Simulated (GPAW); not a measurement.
Consider ZnNi3C (Pm-3m).

```xyz
5
Lattice="3.7663 0.0000 0.0000 0.0000 3.7663 0.0000 0.0000 0.0000 3.7663" Properties=species:S:1:pos:R:3 pbc="T T T"
Zn    0.0000    0.0000    0.0000
Ni    1.8831    0.0000    1.8831
Ni    1.8831    1.8831    0.0000
Ni    0.0000    1.8831    1.8831
C     1.8831    1.8831    1.8831
```

Absorber: atom 1, with 12 Ni at 2.66 Å (cuboctahedral, site symmetry m-3m). Method: GPAW, LDA, excited-electron core hole (neutral cell), 10-atom cell with 5.3 Å between holes, 7×7×7 k points, dipole transitions, Gaussian full width 1.67 eV up to 4 eV, rising linearly to 3.5 eV at 25 eV.

Q: What does the Zn K edge look like?

Main maxima up to 30 eV above the zero (height): 3.8 eV (1.92) and 15.2 eV (1.82). A K edge sees empty p states on the absorber. The total-energy difference is 9640.67 eV. The tabulated edge of the element is 9659 eV. The functional leaves an error in such absolute values: in the free atom LDA prices this hole 19.1 eV below PBE (computed apart), and PBE is itself good to a few eV.

The Zn K spectrum (energy from the lowest empty level; intensity scaled to a mean of 1 over the first 20 eV):

```tsv
E (eV)	intensity
-2.0	0.00
-1.4	0.00
-0.8	0.02
-0.2	0.07
0.4	0.14
1.0	0.24
1.6	0.43
2.2	0.77
2.8	1.32
3.4	1.82
4.0	1.87
4.6	1.49
5.2	1.06
5.8	0.73
6.4	0.47
7.0	0.33
7.6	0.31
8.2	0.37
8.8	0.45
9.4	0.53
10.0	0.59
10.6	0.65
11.2	0.72
11.8	0.84
12.4	1.02
13.0	1.25
13.6	1.48
14.2	1.67
14.8	1.80
15.4	1.82
16.0	1.74
16.6	1.58
17.2	1.39
17.8	1.21
18.4	1.07
19.0	0.96
19.6	0.88
20.2	0.80
20.8	0.71
21.4	0.62
22.0	0.57
22.6	0.54
23.2	0.54
23.8	0.53
24.4	0.52
25.0	0.50
25.6	0.48
26.2	0.46
26.8	0.44
27.4	0.44
28.0	0.45
28.6	0.47
29.2	0.49
29.8	0.51
30.4	0.52
31.0	0.55
31.6	0.59
```

The hole lies in one spin channel, while the script sums the empty states of both and takes the lower zero; where the two channels are split, this blurs and shifts the curve. The script folds with a Gaussian, whereas the core hole's own line is a Lorentzian, so the onset is too steep and the first peak too high. The starting moments shrank to 0.00 μB or less, so this is hardly a magnetic state. The holes are only 5.3 Å apart, so the shape is probably not converged with cell size; no larger cell was run here. Lifetime broadening is put in by hand, and intensities beyond about 20 eV depend on it and on the partial waves; weight that the partial waves miss at high energy is lost. The structure is a computed Materials Project entry and may be a hypothetical form.

[Banner, clock and machine lines of the logs are left out without a mark of their own.]

[Logs are printed without paths, hosts, clocks, repeated set-up lines and the standing remarks that a program may print on its own settings, such as how far it seeks lower states.]

[Hosts, paths, dates, database ids (printed as entryN), source tags and the programs' standing remarks are cut or masked in the printed files.]

[Lists of maxima count a maximum above −3 eV only where it reaches 4 % of the highest in the window and stands out from its surroundings by 2 % of it (1.5 % where it reaches 55 %); shoulders and weaker maxima are passed over, and of the rest the first, up to two pre-edge ones and the few strongest are named.]
